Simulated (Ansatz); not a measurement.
# SiO2 (P4_32_12): the dielectric response by several routes, part 2 of 2

How strongly does SiO2 (P4_32_12) screen? Routes: perturbation theory, a sum over states and the RPA step of G0W0.

Ansatz 0.2.0; linear response on LDA, plane waves, PAW. Known limits of the many-body steps: not at the basis limit; coarse k mesh.

So far. Step 2 (Response to a homogeneous field): One over ε∞ averages 0.41, above the quarter of exact exchange in PBE0, which should therefore fall short. Step 3 (Independent-particle spectrum): The sum gives ε∞ = 2.61 and 2.58 without local fields.

**3. Independent-particle spectrum (continued)**

Level of this step: independent-particle optics on LDA, plane waves, PAW; PAW set soft_1 (Ansatz).

The loss function has structure finer than the step of the table below, so its rows give means over 0.5 eV, whole bins alone (the curve runs from 0 to 25 eV). Peaks (eV: height): xx=yy 22.90: 1.61; zz 21.40: 1.63, 23.70: 1.95.

Independent particles, no local fields, Gaussian width 0.2 eV. The loss function by photon energy; means over each step:

| photon energy (eV) | xx=yy | zz |
| --- | --- | --- |
| 5.5 | 5.8e-6 | 6.7e-6 |
| 6.0 | 1.9e-4 | 1.3e-4 |
| 6.5 | 8.2e-4 | 8.3e-4 |
| 7.0 | 0.00723 | 0.0118 |
| 7.5 | 0.0301 | 0.0367 |
| 8.0 | 0.0461 | 0.0495 |
| 8.5 | 0.0625 | 0.0640 |
| 9.0 | 0.103 | 0.0951 |
| 9.5 | 0.138 | 0.153 |
| 10.0 | 0.154 | 0.150 |
| 10.5 | 0.186 | 0.172 |
| 11.0 | 0.233 | 0.233 |
| 11.5 | 0.265 | 0.223 |
| 12.0 | 0.301 | 0.237 |
| 12.5 | 0.294 | 0.231 |
| 13.0 | 0.295 | 0.225 |
| 13.5 | 0.314 | 0.247 |
| 14.0 | 0.299 | 0.313 |
| 14.5 | 0.333 | 0.381 |
| 15.0 | 0.383 | 0.316 |
| 15.5 | 0.440 | 0.365 |
| 16.0 | 0.443 | 0.376 |
| 16.5 | 0.443 | 0.462 |
| 17.0 | 0.404 | 0.443 |
| 17.5 | 0.410 | 0.521 |
| 18.0 | 0.452 | 0.623 |
| 18.5 | 0.548 | 0.596 |
| 19.0 | 0.748 | 0.671 |
| 19.5 | 0.832 | 0.721 |
| 20.0 | 0.988 | 0.935 |
| 20.5 | 1.19 | 1.17 |
| 21.0 | 1.20 | 1.37 |
| 21.5 | 1.29 | 1.55 |
| 22.0 | 1.34 | 1.26 |
| 22.5 | 1.38 | 1.32 |
| 23.0 | 1.57 | 1.33 |
| 23.5 | 1.53 | 1.77 |
| 24.0 | 1.42 | 1.81 |
| 24.5 | 1.20 | 1.46 |

Independent particles, no local fields, Gaussian width 0.2 eV. Table of ε₁ by photon energy:

| photon energy (eV) | xx=yy | zz |
| --- | --- | --- |
| 0 | 2.57 | 2.55 |
| 1 | 2.58 | 2.56 |
| 2 | 2.62 | 2.60 |
| 3 | 2.68 | 2.65 |
| 4 | 2.78 | 2.75 |
| 5 | 2.93 | 2.89 |
| 6 | 3.18 | 3.15 |
| 7 | 3.78 | 3.78 |
| 8 | 4.27 | 4.04 |
| 9 | 4.33 | 4.27 |
| 10 | 3.26 | 3.26 |
| 11 | 1.91 | 1.92 |
| 12 | 1.55 | 2.08 |
| 13 | 1.60 | 2.24 |
| 14 | 1.47 | 0.786 |
| 15 | 0.789 | 1.30 |
| 16 | 0.748 | 0.421 |
| 17 | 0.838 | 0.308 |
| 18 | -0.0563 | 0.0696 |
| 19 | -0.337 | -0.0642 |
| 20 | -0.174 | -0.294 |
| 21 | 0.117 | -0.0534 |
| 22 | 0.192 | 0.294 |
| 23 | 0.210 | 0.243 |
| 24 | 0.333 | 0.243 |
| 25 | 0.427 | 0.385 |

**4. RPA screening from the G0W0 run**

G0W0 replaces the xc potential by the self-energy, built once from these orbitals. Only a window of levels is corrected, while the sums run over the empty bands that the input names. This step takes PAW set soft_1 files.

This step: G0W0 on LDA, plane waves, PAW; PAW set soft_1.

input.yaml reads:

```yaml
crystal:
  lattice:
    - [4.9329, 0.0, 0.0]
    - [0.0, 4.9329, 0.0]
    - [0.0, 0.0, 6.4645]
  atoms:
    - { symbol: Si, position: [0.817705, 0.817705, 0.5] }
    - { symbol: Si, position: [0.682295, 0.317705, 0.25] }
    - { symbol: Si, position: [0.182295, 0.182295, 0.0] }
    - { symbol: Si, position: [0.317705, 0.682295, 0.75] }
    - { symbol: O, position: [0.26834, 0.36457, 0.80193] }
    - { symbol: O, position: [0.13543, 0.76834, 0.55193] }
    - { symbol: O, position: [0.73166, 0.63543, 0.30193] }
    - { symbol: O, position: [0.86457, 0.23166, 0.05193] }
    - { symbol: O, position: [0.76834, 0.13543, 0.44807] }
    - { symbol: O, position: [0.63543, 0.73166, 0.69807] }
    - { symbol: O, position: [0.23166, 0.86457, 0.94807] }
    - { symbol: O, position: [0.36457, 0.26834, 0.19807] }
kpoints:
  mp_grid: { grid: [4, 4, 2] }
hamiltonian:
  xc: lda
  pseudopotentials: { kind: paw, azcp: { folder: soft_1 }, xc_functional: pbe }
scf:
  occupations: { method: fixed }
gw:
  n_empty_bands: 862
  ecut_chi: 180.0
  qp_bands: [v4, c4]
  qp_kpoints: band_edges
  screening: { model: contour_deformation }
```

On the command line:

```bash
> ansatz run input.yaml --threads 3 --pin off --max-ram 92160MiB --backend cuda --events-out ev --progress --plain --runs-dir out --devices 1 --max-vram 13GiB
```

Numbers of over 12 decimals in the logs are rounded to 6 here.

Log:

```text
GPUs: using 1 of 1 available (devices: 1).
[...]
GPU FFT provider: cuFFT
GPU libraries: cuBLAS 13.8.2, cuFFT 12.4.0, cuSOLVER 12.3.4
Crystal: 12 atoms, lattice volume = 157.304 Å³
Basis set: ecut = 420 eV, 3097 PW (Γ)
Bands: 44, of which v1, the nominal top of the filled ones, is band 32 counted from 1 (31 counted from 0)
Symmetry: 8 space group operations
[...]
k-points: 12 of 32
[...]
0    36     11.0016    -6.0269    -4.1448   -12.0065  0.8576    12.8585    12.8363  root
[...]
11    33     10.6760    -8.3046    -4.0560   -14.2336  0.8460    12.5732    12.5491  root
    11    34     10.6760    -8.3046    -4.0560   -14.2336  0.8460    12.5732    12.5491  root
    11    35     10.6760    -8.3046    -4.0560   -14.2336  0.8460    12.5732    12.5491  root
    11    36     10.6760    -8.3046    -4.0560   -14.2336  0.8460    12.5732    12.5491  root
[key lines of the parts left out:]
SCF converged after 8 iterations
Free energy (F): -6890.679919 eV
Fermi energy:    1.864915 eV
```

Elapsed: 75 s, on 1 × NVIDIA H100 80GB HBM3 (shared by 6 runs) with 3 threads of AMD EPYC 7R13 (Zen 3), shared host; peak memory 3.2 GiB.

This step gave:

```yaml
bands_summed: 894
rpa_eps_infinity_on_this_mesh_eigenvalues: 2.321, 2.383, 2.383
plane_waves_in_the_screening_matrix: 855
g0w0_gap_on_the_mesh: 8.687 eV
k_of_the_valence_top: 0, 0, 0
k_of_the_conduction_bottom: 0, 0, 0
starting_gap_on_the_mesh: 5.480 eV
least_direct_g0w0_gap_on_the_computed_points: 8.687 eV
```

The gap on the mesh goes from 5.48 eV to 8.69 eV, a correction of +3.21 eV. Between the two edge states, bare exchange in place of the xc potential would open the gap by 10.74 eV, and correlation takes back 7.54 eV.

Mean over the mesh in bins of 0.25 1/Å. Static inverse dielectric function, diagonal against length of q+G:

| length of q+G (Å⁻¹) | static inverse dielectric function, diagonal |
| --- | --- |
| 0.32 | 0.435 |
| 0.53 | 0.461 |
| 0.77 | 0.496 |
| 1.26 | 0.583 |
| 1.51 | 0.629 |
| 1.75 | 0.674 |
| 2.00 | 0.716 |
| 2.52 | 0.789 |
| 2.74 | 0.815 |
| 2.99 | 0.841 |
| 3.26 | 0.864 |
| 3.75 | 0.896 |
| 4.01 | 0.909 |
| 4.26 | 0.921 |
| 4.50 | 0.930 |
| 5.00 | 0.947 |
| 5.25 | 0.954 |
| 5.50 | 0.961 |
| 5.75 | 0.967 |
| 6.25 | 0.976 |
| 6.50 | 0.980 |
| 6.75 | 0.984 |

**5. The values together**

Times are wall times on 1 × NVIDIA H100 80GB HBM3 (shared by 6 runs) with 3 threads of AMD EPYC 7R13 (Zen 3), shared host, good to a factor of about two.

| method | mesh | ε∞, low | middle | high | mean | time |
| --- | --- | --- | --- | --- | --- | --- |
| perturbation theory (local fields and xc kernel) | 4×4×4 (response on 64 points) | 2.40 | 2.47 | 2.47 | 2.45 | 30 s |
| sum over states (no local fields) | 6×6×4 | 2.58 | 2.61 | 2.61 | 2.60 | 44 s |
| RPA with local fields, on the GW mesh | 4×4×2 | 2.32 | 2.38 | 2.38 | 2.36 | 75 s |

**6. Results**

| Property | Result |
| --- | --- |
| perturbation theory (local fields and xc kernel) | 2.40, 2.47, 2.47 |
| sum over states (no local fields) | 2.58, 2.61, 2.61 |
| RPA with local fields, on the GW mesh | 2.32, 2.38, 2.38 |

What this shows: Mean Born effective charge: Si1 3.31, O5 -1.65 e. Distinct peaks of the ε₂ (xx=yy) stand at 10.7, 14.4 and 17.6 eV; the one at 10.7 eV is strongest. The loss function (xx=yy) has its highest peak at 22.9 eV. The sum without local fields gives 2.60 in the mean against 2.45 by perturbation theory; local fields lower ε∞ and the xc kernel gives part of it back, though the sum also carries the error of its own mesh. The RPA values on the 4×4×2 mesh average 0.96 times those of perturbation theory (means 2.36 and 2.45). Without the xc kernel RPA should lie a little lower, as the mean does. LDA usually puts the gap too low, which tends to raise ε∞. Ions are clamped, so the lattice part of the static constant is not in these numbers.

[Paths, hosts, dates, memory and timing lines, banners, echoed tables and standing remarks are left out of the program output.]

[Logs are printed without paths, hosts, clocks, repeated set-up lines and the standing remarks that a program may print on its own settings, such as how far it seeks lower states.]

[Runs of the session that timed out or met a known fault of the program may be left out.]

[Cells called generated may have been cut or substituted from an entry of the Crystallography Open Database or the Materials Project.]

[Hosts, paths, dates, database ids (printed as entryN), source tags and the programs' standing remarks are cut or masked in the printed files.]
